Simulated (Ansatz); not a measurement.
# ZnCo3C (Pm-3m): phonons and vibrational spectra, part 2 of 2

The cell of ZnCo3C (Pm-3m) is at rest. What are its phonons? After the zone centre comes a 2×2×2 q mesh on a 12×12×12 k mesh.

Ansatz 0.2.0; DFT PBEsol, scalar-relativistic, plane waves, PAW; PAW set soft_1.

So far. Step 2 (Modes at Γ): Before it was imposed, the acoustic sum rule was missed by 4.2e-5 eV/Å². Small misses are needed for a sound result but don't prove that mesh and cutoff are converged. The lowest optical mode is real, 166 cm⁻¹.

**3. Response at finite wavevector**

Stability and thermal properties need the whole zone. Linear response on a 2×2×2 q mesh gives force constants as far as a supercell of that size would.

Input file input.yaml:

```yaml
crystal:
  lattice:
    - [3.6838836568, 0.0, 0.0]
    - [0.0, 3.6838836568, 0.0]
    - [0.0, 0.0, 3.6838836568]
  atoms:
    - { symbol: Zn, position: [0.0, 0.0, 0.0] }
    - { symbol: Co, position: [0.0, 0.5, 0.5], spin: 0.37 }
    - { symbol: Co, position: [0.5, 0.5, 0.0], spin: 0.37 }
    - { symbol: Co, position: [0.5, 0.0, 0.5], spin: 0.37 }
    - { symbol: C, position: [0.5, 0.5, 0.5] }
kpoints:
  mp_grid: { grid: [12, 12, 12] }
hamiltonian:
  xc: pbesol
  pseudopotentials: { kind: paw, azcp: { folder: soft_1 }, xc_functional: pbe }
scf:
  occupations: { method: gaussian, width: 0.15 }
output:
  eigenvalues: true
  populations: true
magnetization:
  spin_polarized: true
phonons:
  method: dfpt
  qmesh: [2, 2, 2]
  temperatures: { t_max: 1000, t_step: 50 }
  qpath:
    path:
      - [[0.0, 0.0, 0.0], [0.0, 0.5, 0.0], [0.5, 0.5, 0.0], [0.0, 0.0, 0.0], [0.5, 0.5, 0.5], [0.0, 0.5, 0.0]]
      - [[0.5, 0.5, 0.5], [0.5, 0.5, 0.0]]
    npoints: 10
```

Run with:

```sh
ansatz run input.yaml --threads 4 --pin off --max-ram 10240MiB --backend cpu --events-out ev --progress --plain --runs-dir out
```

Numbers of over 12 decimals in the logs are rounded to 6 here.

Output:

```text
[...]
Crystal: 5 atoms, lattice volume = 49.994 Å³
Basis set: ecut = 420 eV, 949 PW (Γ), exchange–correlation on 50×50×50 points (8 copies of the dense FFT grid, shifted against one another)
Bands: 41, of which v1, the nominal top of the filled ones, is band 34 counted from 1 (33 counted from 0)
Symmetry: 48 space group operations
[...]
k-points: 84 of 1728
[...]
Starting moments: Σ|m| = 1.11 μB on 3 of 5 sites
[...]
SCF 1 converged in 14 iterations: F = -18806.935479 eV  dr2 = 1.02e-9
[...]
SCF iter   7: F=-18806.935479 eV  HF=-18806.935479 eV  |F-HF|=7.28e-12  |Δ(HF+E_count)|=  1.82e-11  Δρ=4.18e-8 (↑4.18e-8 ↓3.59e-8)  dr2=2.39e-12  dr2_m=5.17e-14  M=0.977 μB ∫|m|=1.203 μB  ethr=1.00e-12  ⟨swp⟩=4.5  Hψ=31770  notcnv=0
SCF 2 converged in 7 iterations: F = -18806.935479 eV  dr2 = 2.39e-12
[...]
SCF iter   1: F=—  HF=-18806.935474 eV  |F-HF|=—  |Δ(HF+E_count)|=         —  Δρ=1.79e-6 (↑1.77e-6 ↓1.79e-6)  dr2=3.59e-9  dr2_m=2.93e-12  M=0.977 μB ∫|m|=1.203 μB  β_m=0.30  ethr=2.01e-6  ⟨swp⟩=2.6  Hψ=39990  notcnv=0
[...]
spin=Collinear: Kerker preconditioning applied to the charge; magnetization (m = ρ↑ − ρ↓) channel mixes plain (no charge-response kernel on spin).
SCF iter   2: F=—  HF=-18806.935479 eV  |F-HF|=—  |Δ(HF+E_count)|=   4.84e-6  Δρ=1.91e-6 (↑1.91e-6 ↓1.86e-6)  dr2=4.46e-9  dr2_m=8.94e-13  M=0.977 μB ∫|m|=1.203 μB  β_m=0.24  ethr=5.36e-12  ⟨swp⟩=4.4  Hψ=23418  notcnv=0
[...]
SCF iter   9: F=-18806.935479 eV  HF=-18806.935479 eV  |F-HF|=1.09e-11  |Δ(HF+E_count)|=  3.64e-12  Δρ=8.03e-8 (↑7.57e-8 ↓8.03e-8)  dr2=6.88e-12  dr2_m=1.07e-14  M=0.977 μB ∫|m|=1.203 μB  ethr=1.00e-12  ⟨swp⟩=1.0  Hψ=14462  notcnv=0
SCF 3 converged in 9 iterations: F = -18806.935479 eV  dr2 = 6.88e-12
[...]
phonons: the bands overlap, so this run is a metal and interpolates without the dipole-dipole term. If the crystal is really an insulator or semiconductor, its LO-TO splitting is missing
NSCF: frozen V_eff on 84 k-points
[...]
DFPT response loops at q = (0, 0, 0) (fractional): preconditioner auto → Kerker (q_TF=auto, 2.865 Å⁻¹) (partly filled bands, converged f_vac=0.000); β = 1.00, the filter's whole step (`scf.mixing.beta` (0.30) is not read by the response loops under this deck's `scf.mixing.preconditioner`; to damp them name `kerker` or `kerker_dos`, under which they read `scf.mixing.beta`, and type it under 1.00, their step now; both keys bind the ground state too); Broyden in place of MSR1
[...]
SCF converged after 7 iterations
Magnetization: 0.9769 μB (33.9885 up, 33.0115 down)
Absolute magnetization: 1.2030 μB (∫|ρ↑−ρ↓|, with the PAW one-centre terms)
[...]
Per-site moments (μB) at R_I (Å): [(-0.019461, 1.074521), (0.338933, 0.759801004215), (0.338933, 0.759801004215), (0.338933, 0.759801004215), (-0.031465, 0.759801004215)]
Free energy (F): -18806.935479 eV
[...]
Internal energy: -18806.895251 eV  (E = F + TS)
E sigma→0 (E₀):  -18806.915365 eV
Entropy (-TS):   -0.040228 eV (-8.046 meV/atom)
Fermi energy:    16.763686 eV
[...]
--- Band table (eV; the first three rows and the last of 168) ---
  k-point 0 ↑: bands = [... 30 lower, 16.0192, 16.0192, 16.5922, 16.5922, 16.5922, 16.7958, 20.7475, 21.7022, ... 3 higher]
  k-point 1 ↑: bands = [... 30 lower, 16.0009, 16.0077, 16.5923, 16.6423, 16.6423, 16.7645, 20.6784, 21.5832, ... 3 higher]
  k-point 2 ↑: bands = [... 30 lower, 15.9453, 15.9762, 16.5925, 16.6720, 16.7955, 16.7955, 20.5692, 21.4336, ... 3 higher]
  k-point 83 ↓: bands = [... 30 lower, 15.3607, 16.5868, 16.5868, 17.0905, 17.0905, 17.0905, 19.5478, 19.5478, ... 3 higher]
--- Phonons (Γ-DFPT): 4 representative perturbations + reference (Σ response iterations 13) ---
  ASR residual: 7.142e-5 → 0.000e0 eV/Å²; symmetrization residual: 2.979e-6 eV/Å²
  ASR residual per site (eV/Å²): 2.21e-5 1.01e-5 1.01e-5 1.01e-5 7.14e-5
[...]
--- Phonons (arbitrary-q DFPT): 4 irreducible q on the 2×2×2 mesh ---
  q = [0.0000, 0.0000, 0.0000] (star 1, of the zone-centre solve; hermiticity 2.53e-7, symmetrization 4.93e-13): -0.00 -0.00 0.00 165.63 165.63 165.63 185.41 185.41 185.41 212.08 212.08 212.08 651.17 651.17 651.17
  q = [0.0000, 0.0000, -0.5000] (star 3, 9 solved perturbations in 2646 linear systems a pass and spin channel, the states on 343 of 1728 k-point pairs; hermiticity 1.94e-7, symmetrization 6.63e-13): 130.55 130.55 130.92 130.92 170.21 173.76 178.33 199.94 199.94 201.71 201.71 343.37 648.31 648.31 783.31
[...]
sum rule: each row above includes the acoustic sum rule's correction from the zone centre's row sums; it moved no ω² by more than (1.27 cm⁻¹)²
  mesh force constants: q→R imaginary residual 3.26e-18; ASR residual 7.142e-5 → 0.000e0 eV/Å²; symmetrization residual 1.421e-14 eV/Å²
  interpolated dispersion: 62 rows × 15 modes
  density of states and harmonic sums: on the 18×18×18 q-mesh, interpolated from the force constants of a 2×2×2 supercell (no non-analytic term)
  largest difference from the sums on the solved wave vectors: F 4.95e-2 eV, S 8.18e-5 and C_V 3.22e-5 eV/K
  zero-point energy: 0.275794 eV/cell   skipped modes (ω ≤ 0): 3   left out of the sums: 3.43e-5 of the cell's modes: C_V's classical limit lies that fraction below 3 k_B per atom; for a crystal, a wire or a layer, F and S can be off by more, and a phonons.interpolated_qmesh denser along its periods is the remedy for the sampling
--- Löwdin populations: 5 sites ---
  site symbol       q [e]    m [muB]
     0     Zn     11.0463    -0.0068
     1     Co     16.6777     0.3613
     2     Co     16.6777     0.3613
     3     Co     16.6777     0.3613
     4      C      4.9833    -0.0523
  spilling = 0.013991 (of n_electrons = 67.000000)
```

The job ended after 19 min (4 threads of Arm Neoverse V1, shared host; peak memory 4 GiB; 74 min of CPU time).

Numbers from this step:

* sum-rule residual before enforcement: 7.14e-5 eV/Å²
* lowest frequency on the path: 0 cm⁻¹
* highest frequency on the path or at a solved wavevector: 795 cm⁻¹
* mean frequency: 296.6 cm⁻¹
* Debye temperature (second moment): 687 K
* logarithmic mean frequency: 236.9 cm⁻¹
* lowest mode on the q mesh (acoustic modes at Γ apart): 93.08 cm⁻¹
* zero-point energy per atom: 55.16 meV
* heat capacity at 300 K: 20.51 J/(mol atoms K)
* vibrational entropy at 300 K: 24.43 J/(mol atoms K)
* edges of the widest gap between branches, on path and mesh: 435.6, 648.3 cm⁻¹

Frequencies (cm⁻¹) solved at each irreducible wavevector; negative means imaginary. Frequencies by wavevector, by row:

| q in reciprocal lattice units | star | mode 1 | mode 2 | mode 3 | mode 4 | mode 13 | mode 14 | mode 15 |
| --- | --- | --- | --- | --- | --- | --- | --- | --- |
| 0 0 0 | 1 | 0 | 0 | 0 | 165.6 | 651.2 | 651.2 | 651.2 |
| 0 0 -0.5 | 3 | 130.6 | 130.6 | 130.9 | 130.9 | 648.3 | 648.3 | 783.3 |
| 0 -0.5 -0.5 | 3 | 93.1 | 133.4 | 133.4 | 164.8 | 648.4 | 786.9 | 786.9 |
| -0.5 -0.5 -0.5 | 1 | 100.9 | 100.9 | 100.9 | 129.7 | 795 | 795 | 795 |

Interpolated from a 2×2×2 q mesh, rough between the solved points. Phonon branches along the path, in cm⁻¹:

| point | branch 1 | branch 2 | branch 3 | branch 4 | branch 12 | branch 13 | branch 14 | branch 15 |
| --- | --- | --- | --- | --- | --- | --- | --- | --- |
| Γ | 0 | 0 | 0 | 166 | 212 | 651 | 651 | 651 |
| halfway | 74 | 74 | 121 | 163 | 288 | 650 | 650 | 714 |
| X | 130 | 130 | 131 | 131 | 343 | 648 | 648 | 783 |
| halfway | 113 | 140 | 142 | 148 | 363 | 648 | 715 | 785 |
| M | 93 | 133 | 133 | 165 | 396 | 648 | 787 | 787 |
| halfway | 97 | 102 | 151 | 158 | 316 | 649 | 714 | 715 |
| Γ | 0 | 0 | 0 | 166 | 212 | 651 | 651 | 651 |
| halfway | 109 | 109 | 146 | 160 | 341 | 715 | 715 | 718 |
| R | 101 | 101 | 101 | 130 | 436 | 795 | 795 | 795 |
| halfway | 118 | 122 | 139 | 140 | 382 | 716 | 718 | 788 |
| X | 130 | 130 | 131 | 131 | 343 | 648 | 648 | 783 |
| jump to R | 101 | 101 | 101 | 130 | 436 | 795 | 795 | 795 |
| halfway | 97 | 124 | 124 | 139 | 411 | 720 | 791 | 791 |
| M | 93 | 133 | 133 | 165 | 396 | 648 | 787 | 787 |

Tetrahedra on a 18×18×18 mesh, mean over bins of 10 cm-1. Interpolated from a 2×2×2 q mesh, rough between the solved points. Phonon density of states against wavenumber; read off at these points:

wavenumber (cm⁻¹), phonon density of states (1/cm⁻¹/cell) and a bar:
```
        5     0.0000 
       45     0.0015 
       85     0.0090 ###
      105     0.0583 ##################
      115     0.0497 ################
      145     0.0916 #############################
      155     0.0772 ########################
      195     0.0665 #####################
      215     0.0960 ##############################
      235     0.0205 ######
      265     0.0152 #####
      305     0.0151 #####
      345     0.0113 ####
      385     0.0094 ###
      415     0.0030 #
      455     0.0000 
      495     0.0000 
      535     0.0000 
      565     0.0000 
      605     0.0000 
      645     0.0097 ###
      655     0.0452 ##############
      685     0.0162 #####
      715     0.0130 ####
      755     0.0174 #####
      785     0.0383 ############
      795     0.0043 #
```

The partial phonon density of states has structure finer than the step of the table below, so its rows give means over 25 cm⁻¹, whole bins alone (the curve runs from -10 to 827 cm⁻¹). Peaks (cm⁻¹: height): C 653.3: 0.0296, 695.4: 0.0231, 721.7: 0.0233, 753.3: 0.0233, 779.6: 0.0311; Co 211.1: 0.0709, 295.3: 0.0239; Zn 142.7: 0.0374.

Phonopy on the run's constants, 15x15x15 mesh, Gaussian sigma 6.0 cm-1. Interpolated from a 2×2×2 q mesh, rough between the solved points. Table of partial phonon density of states by wavenumber; means over each step; values in 1/cm⁻¹/cell:

| wavenumber (cm⁻¹) | C | Co | Zn |
| --- | --- | --- | --- |
| 25 | 1.9e-5 | 2.9e-4 | 1.2e-4 |
| 50 | 7.6e-5 | 0.00145 | 6.2e-4 |
| 75 | 1.4e-4 | 0.00445 | 0.00207 |
| 100 | 2.0e-4 | 0.0276 | 0.00877 |
| 125 | 2.1e-4 | 0.0365 | 0.0212 |
| 150 | 4.9e-4 | 0.0490 | 0.0325 |
| 175 | 0.00100 | 0.0464 | 0.0224 |
| 200 | 0.00232 | 0.0591 | 0.0210 |
| 225 | 0.00246 | 0.0450 | 0.0109 |
| 250 | 0.00133 | 0.0123 | 3.3e-4 |
| 275 | 0.00106 | 0.0161 | 1.5e-5 |
| 300 | 5.0e-4 | 0.0181 | 9.7e-6 |
| 325 | 2.8e-4 | 0.00566 | 8.2e-6 |
| 350 | 3.2e-4 | 0.00969 | 1.0e-5 |
| 375 | 2.6e-4 | 0.00902 | 3.7e-6 |
| 400 | 1.3e-4 | 0.00638 | 0 |
| 425 | 2.3e-5 | 0.00190 | 0 |
| 450 | 0 | 6.6e-5 | 0 |
| 475 | 0 | 0 | 0 |
| 500 | 0 | 0 | 0 |
| 525 | 0 | 0 | 0 |
| 550 | 0 | 0 | 0 |
| 575 | 0 | 0 | 0 |
| 600 | 0 | 0 | 0 |
| 625 | 2.7e-4 | 6.9e-5 | 0 |
| 650 | 0.0190 | 0.00461 | 0 |
| 675 | 0.0157 | 0.00289 | 0 |
| 700 | 0.0129 | 0.00155 | 2.1e-6 |
| 725 | 0.0141 | 9.8e-4 | 4.2e-6 |
| 750 | 0.0153 | 4.9e-4 | 4.2e-6 |
| 775 | 0.0244 | 2.0e-4 | 8.4e-6 |
| 800 | 0.00758 | 1.4e-5 | 2.1e-6 |

Harmonic thermodynamic functions per atom, from the density of states. Interpolated from a 2×2×2 q mesh, rough between the solved points. Thermodynamic functions, by row:

| T (K) | F_vib (meV/atom) | S (J/mol-atom/K) | C_V (J/mol-atom/K) |
| --- | --- | --- | --- |
| 0 | 55.16 | 0 | 0 |
| 50 | 55.01 | 1.296 | 3.877 |
| 100 | 53.06 | 6.486 | 11.33 |
| 200 | 40.83 | 16.67 | 17.68 |
| 300 | 19.36 | 24.43 | 20.51 |
| 400 | -9.25 | 30.56 | 22.04 |
| 500 | -43.61 | 35.59 | 22.94 |
| 600 | -82.75 | 39.82 | 23.48 |
| 700 | -126 | 43.47 | 23.84 |
| 800 | -172.7 | 46.67 | 24.08 |
| 900 | -222.6 | 49.52 | 24.25 |
| 1000 | -275.2 | 52.08 | 24.38 |

Harmonic mean-square displacement, third of the trace. Interpolated from a 2×2×2 q mesh, rough between the solved points. Mean square displacements, by row:

| T (K) | Zn1 U_eq (Å²) | Co2 U_eq (Å²) | Co3 U_eq (Å²) | Co4 U_eq (Å²) | C5 U_eq (Å²) |
| --- | --- | --- | --- | --- | --- |
| 0 | 0.00171 | 0.0016 | 0.0016 | 0.0016 | 0.0024 |
| 100 | 0.00231 | 0.0021 | 0.0021 | 0.0021 | 0.00256 |
| 300 | 0.00543 | 0.00474 | 0.00474 | 0.00474 | 0.00358 |
| 600 | 0.01056 | 0.00914 | 0.00914 | 0.00914 | 0.00577 |

Symmetry leaves 4 wavevectors to solve. The lowest mode among them, the acoustic zeros apart, lies at q = (0, -0.5, -0.5) and is real, 93.1 cm⁻¹.

**4. Isotope substitution, element C, natural mass 12.011 amu**

An isotope changes the mass and not the force constants, so no new electronic calculation is needed; the shifts show which modes move this element.

The same force constants with the mass of C changed from 12.011 to 13.003 u (phonopy, no LO-TO term). Both lists are sorted by frequency; levels can cross, so a row need not hold one and the same mode. Modes under 3 cm⁻¹ are left out. Isotope shifts, by row, the first 40 of 57 rows:

| q | rank | natural mass (cm⁻¹) | changed mass (cm⁻¹) |
| --- | --- | --- | --- |
| 0 0 0 | 4 | 165.6 | 164.9 |
| 0 0 0 | 5 | 165.6 | 164.9 |
| 0 0 0 | 6 | 165.6 | 164.9 |
| 0 0 0 | 7 | 185.4 | 185.4 |
| 0 0 0 | 8 | 185.4 | 185.4 |
| 0 0 0 | 9 | 185.4 | 185.4 |
| 0 0 0 | 10 | 212.1 | 211.6 |
| 0 0 0 | 11 | 212.1 | 211.6 |
| 0 0 0 | 12 | 212.1 | 211.6 |
| 0 0 0 | 13 | 651.2 | 631.5 |
| 0 0 0 | 14 | 651.2 | 631.5 |
| 0 0 0 | 15 | 651.2 | 631.5 |
| 0 0 -0.5 | 1 | 130.6 | 130.1 |
| 0 0 -0.5 | 2 | 130.6 | 130.1 |
| 0 0 -0.5 | 3 | 130.9 | 130.9 |
| 0 0 -0.5 | 4 | 130.9 | 130.9 |
| 0 0 -0.5 | 5 | 170.2 | 170.2 |
| 0 0 -0.5 | 6 | 173.8 | 173.8 |
| 0 0 -0.5 | 7 | 178.3 | 178.3 |
| 0 0 -0.5 | 8 | 199.9 | 198.9 |
| 0 0 -0.5 | 9 | 199.9 | 198.9 |
| 0 0 -0.5 | 10 | 201.7 | 201.7 |
| 0 0 -0.5 | 11 | 201.7 | 201.7 |
| 0 0 -0.5 | 12 | 343.4 | 343.4 |
| 0 0 -0.5 | 13 | 648.3 | 628.5 |
| 0 0 -0.5 | 14 | 648.3 | 628.5 |
| 0 0 -0.5 | 15 | 783.3 | 752.8 |
| 0 -0.5 -0.5 | 1 | 93.08 | 93.08 |
| 0 -0.5 -0.5 | 2 | 133.4 | 133.4 |
| 0 -0.5 -0.5 | 3 | 133.4 | 133.4 |
| 0 -0.5 -0.5 | 4 | 164.8 | 164.8 |
| 0 -0.5 -0.5 | 5 | 169.2 | 169.2 |
| 0 -0.5 -0.5 | 6 | 169.2 | 169.2 |
| 0 -0.5 -0.5 | 7 | 191.1 | 189.5 |
| 0 -0.5 -0.5 | 8 | 202.6 | 202.6 |
| 0 -0.5 -0.5 | 9 | 202.6 | 202.6 |
| 0 -0.5 -0.5 | 10 | 215.1 | 215.1 |
| 0 -0.5 -0.5 | 11 | 301.1 | 301.1 |
| 0 -0.5 -0.5 | 12 | 396.3 | 396.3 |
| 0 -0.5 -0.5 | 13 | 648.4 | 628.3 |

A mode of this element alone would shift by -3.89 %. The highest zone-centre frequency without the field goes from 651.2 to 631.5 cm⁻¹ (-3.0 %). The product of the frequency ratios over all optical modes at Γ is 0.893; the product rule, (m/m′)^(3k/2) (M′/M)^(3/2) with k = 1 such atoms and M the mass of the cell, gives 0.893.

**5. Another isotope, element Zn, natural mass 65.38 amu**

The same for Zn, from 65.38 to 67.92 u.

The same force constants with the mass of Zn changed from 65.380 to 67.925 u (phonopy, no LO-TO term). Both lists are sorted by frequency; levels can cross, so a row need not hold one and the same mode. Modes under 3 cm⁻¹ are left out. Isotope shifts, by row, the first 40 of 57 rows:

| q | rank | natural mass (cm⁻¹) | changed mass (cm⁻¹) |
| --- | --- | --- | --- |
| 0 0 0 | 4 | 165.6 | 164.2 |
| 0 0 0 | 5 | 165.6 | 164.2 |
| 0 0 0 | 6 | 165.6 | 164.2 |
| 0 0 0 | 7 | 185.4 | 185.4 |
| 0 0 0 | 8 | 185.4 | 185.4 |
| 0 0 0 | 9 | 185.4 | 185.4 |
| 0 0 0 | 10 | 212.1 | 211 |
| 0 0 0 | 11 | 212.1 | 211 |
| 0 0 0 | 12 | 212.1 | 211 |
| 0 0 0 | 13 | 651.2 | 651.2 |
| 0 0 0 | 14 | 651.2 | 651.2 |
| 0 0 0 | 15 | 651.2 | 651.2 |
| 0 0 -0.5 | 1 | 130.6 | 129.4 |
| 0 0 -0.5 | 2 | 130.6 | 129.4 |
| 0 0 -0.5 | 3 | 130.9 | 130.6 |
| 0 0 -0.5 | 4 | 130.9 | 130.6 |
| 0 0 -0.5 | 5 | 170.2 | 167 |
| 0 0 -0.5 | 6 | 173.8 | 173.8 |
| 0 0 -0.5 | 7 | 178.3 | 178.3 |
| 0 0 -0.5 | 8 | 199.9 | 199.9 |
| 0 0 -0.5 | 9 | 199.9 | 199.9 |
| 0 0 -0.5 | 10 | 201.7 | 200.3 |
| 0 0 -0.5 | 11 | 201.7 | 200.3 |
| 0 0 -0.5 | 12 | 343.4 | 343.4 |
| 0 0 -0.5 | 13 | 648.3 | 648.3 |
| 0 0 -0.5 | 14 | 648.3 | 648.3 |
| 0 0 -0.5 | 15 | 783.3 | 783.3 |
| 0 -0.5 -0.5 | 1 | 93.08 | 93.08 |
| 0 -0.5 -0.5 | 2 | 133.4 | 131.9 |
| 0 -0.5 -0.5 | 3 | 133.4 | 131.9 |
| 0 -0.5 -0.5 | 4 | 164.8 | 161.6 |
| 0 -0.5 -0.5 | 5 | 169.2 | 169.2 |
| 0 -0.5 -0.5 | 6 | 169.2 | 169.2 |
| 0 -0.5 -0.5 | 7 | 191.1 | 191.1 |
| 0 -0.5 -0.5 | 8 | 202.6 | 201 |
| 0 -0.5 -0.5 | 9 | 202.6 | 201 |
| 0 -0.5 -0.5 | 10 | 215.1 | 215.1 |
| 0 -0.5 -0.5 | 11 | 301.1 | 301.1 |
| 0 -0.5 -0.5 | 12 | 396.3 | 396.3 |
| 0 -0.5 -0.5 | 13 | 648.4 | 648.4 |

A mode of this element alone would shift by -1.89 %. The highest zone-centre frequency without the field goes from 651.2 to 651.2 cm⁻¹ (+0.0 %). The product of the frequency ratios over all optical modes at Γ is 0.959; the product rule, (m/m′)^(3k/2) (M′/M)^(3/2) with k = 1 such atoms and M the mass of the cell, gives 0.959.

**6. Results**

```json
{"space group (within 0.01 Å)": "Pm-3m", "volume per atom": "10.00 Å³", "electronic character": "no gap on this mesh", "highest optical mode at the zone centre (no LO-TO term)": "651 cm⁻¹", "lowest optical zone-centre mode": "166 cm⁻¹", "lowest mode on the q mesh (acoustic modes at Γ apart)": "93.1 cm⁻¹", "highest frequency on the path or at a solved wavevector": "795 cm⁻¹", "zero-point energy per atom": "55.2 meV", "heat capacity at 300 K": "20.5 J/(mol atoms K)", "vibrational entropy at 300 K": "24.4 J/(mol atoms K)", "Debye temperature (second moment)": "687 K", "imaginary modes on the 2×2×2 q mesh": "none", "net magnetic moment of the cell as run": "0.977 μB"}
```

The structure is a minimum as far as tested: no mode is imaginary at the 4 irreducible wavevectors of the 2×2×2 mesh, and the softest away from the acoustic zeros lies at 93 cm⁻¹. The optical modes at Γ span 166 to 651 cm⁻¹. The highest mode in this list at Γ, 651.2 cm⁻¹, is mostly motion of C (78 % of the kinetic energy). On the path and the mesh, the widest gap between branches runs from 436 to 648 cm⁻¹. The ferromagnetic order comes from parallel starting moments and need not be the ground state. The q mesh stands for a supercell only 7.4 Å across, so branches between the solved wavevectors are rough. With no gap, or one that is small against the smearing, the frequencies hang on the k mesh and the smearing, most of all near Kohn anomalies. The PAW files were made for PBE and serve the other functionals too. These are harmonic frequencies at zero temperature: anharmonic shifts, linewidths and thermal expansion are left out.

[Logs are printed without paths, hosts, clocks, repeated set-up lines and the standing remarks that a program may print on its own settings, such as how far it seeks lower states.]

[Hosts, paths, dates, database ids (printed as entryN), source tags and the programs' standing remarks are cut or masked in the printed files.]
